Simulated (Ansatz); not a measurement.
An input for Ansatz 0.2.0 (CsMgF3 (Pm-3m)):

```yaml
crystal:
  lattice:
    - [8.504614, 0.0, 0.0]
    - [0.0, 8.504614, 0.0]
    - [0.0, 0.0, 8.504614]
  atoms:
    - { symbol: Cs, position: [0.0, 0.0, 0.0] }
    - { symbol: Mg, position: [0.25, 0.25, 0.25] }
    - { symbol: F, position: [0.0, 0.25, 0.25] }
    - { symbol: F, position: [0.25, 0.0, 0.25] }
    - { symbol: F, position: [0.25, 0.25, 0.0] }
    - { symbol: Cs, position: [0.0, 0.0, 0.5] }
    - { symbol: Mg, position: [0.25, 0.25, 0.75] }
    - { symbol: F, position: [0.0, 0.25, 0.75] }
    - { symbol: F, position: [0.25, 0.0, 0.75] }
    - { symbol: F, position: [0.25, 0.25, 0.5] }
    - { symbol: Cs, position: [0.0, 0.5, 0.0] }
    - { symbol: Mg, position: [0.25, 0.75, 0.25] }
    - { symbol: F, position: [0.0, 0.75, 0.25] }
    - { symbol: F, position: [0.25, 0.5, 0.25] }
    - { symbol: F, position: [0.25, 0.75, 0.0] }
    - { symbol: Cs, position: [0.0, 0.5, 0.5] }
    - { symbol: Mg, position: [0.25, 0.75, 0.75] }
    - { symbol: F, position: [0.0, 0.75, 0.75] }
    - { symbol: F, position: [0.25, 0.5, 0.75] }
    - { symbol: F, position: [0.25, 0.75, 0.5] }
    - { symbol: Cs, position: [0.5, 0.0, 0.0] }
    - { symbol: Mg, position: [0.75, 0.25, 0.25] }
    - { symbol: F, position: [0.5, 0.25, 0.25] }
    - { symbol: F, position: [0.75, 0.0, 0.25] }
    - { symbol: F, position: [0.75, 0.25, 0.0] }
    - { symbol: Cs, position: [0.5, 0.0, 0.5] }
    - { symbol: Mg, position: [0.75, 0.25, 0.75] }
    - { symbol: F, position: [0.5, 0.25, 0.75] }
    - { symbol: F, position: [0.75, 0.0, 0.75] }
    - { symbol: F, position: [0.75, 0.25, 0.5] }
    - { symbol: Cs, position: [0.5, 0.5, 0.0] }
    - { symbol: Mg, position: [0.75, 0.75, 0.25] }
    - { symbol: F, position: [0.5, 0.75, 0.25] }
    - { symbol: F, position: [0.75, 0.5, 0.25] }
    - { symbol: F, position: [0.75, 0.75, 0.0] }
    - { symbol: Cs, position: [0.5, 0.5, 0.5] }
    - { symbol: Mg, position: [0.75, 0.75, 0.75] }
    - { symbol: F, position: [0.5, 0.75, 0.75] }
    - { symbol: F, position: [0.75, 0.5, 0.75] }
    - { symbol: F, position: [0.75, 0.75, 0.5] }
kpoints:
  mp_grid: { grid: [1, 1, 1] }
hamiltonian:
  xc: lda
scf:
  occupations: { method: fixed }
gw:
  n_empty_bands: 648
  ecut_chi: 60.0
  qp_bands: [v1, c1]
  qp_kpoints: band_edges
  screening: { model: contour_deformation }
```

```sh
ansatz run input.yaml --threads 16 --pin off --max-ram 36864MiB --backend cpu --events-out ev --progress --plain --runs-dir out
```

**Question.** Estimate wall time and host memory on 16 threads of Arm Neoverse V2, shared host.

It took 15 s; on shared hardware allow 7.5 s to 30 s. Peak host memory was 2.7 GiB. The sizes that set the cost: 11981 plane waves a state, 1 irreducible k points, 808 bands summed, 619 plane waves in the screening and 7 SCF cycles.

The screening grows as filled bands × empty bands × pairs of k points, times the square of the screening basis for the matrix.

[Paths, hosts, dates, memory and timing lines, banners, echoed tables and standing remarks are left out of the program output.]

[Logs are printed without paths, hosts, clocks, repeated set-up lines and the standing remarks that a program may print on its own settings, such as how far it seeks lower states.]

[Runs of the session that timed out or met a known fault of the program may be left out.]

[Cells called generated may have been cut or substituted from an entry of the Crystallography Open Database or the Materials Project.]

[Hosts, paths, dates, database ids (printed as entryN), source tags and the programs' standing remarks are cut or masked in the printed files.]
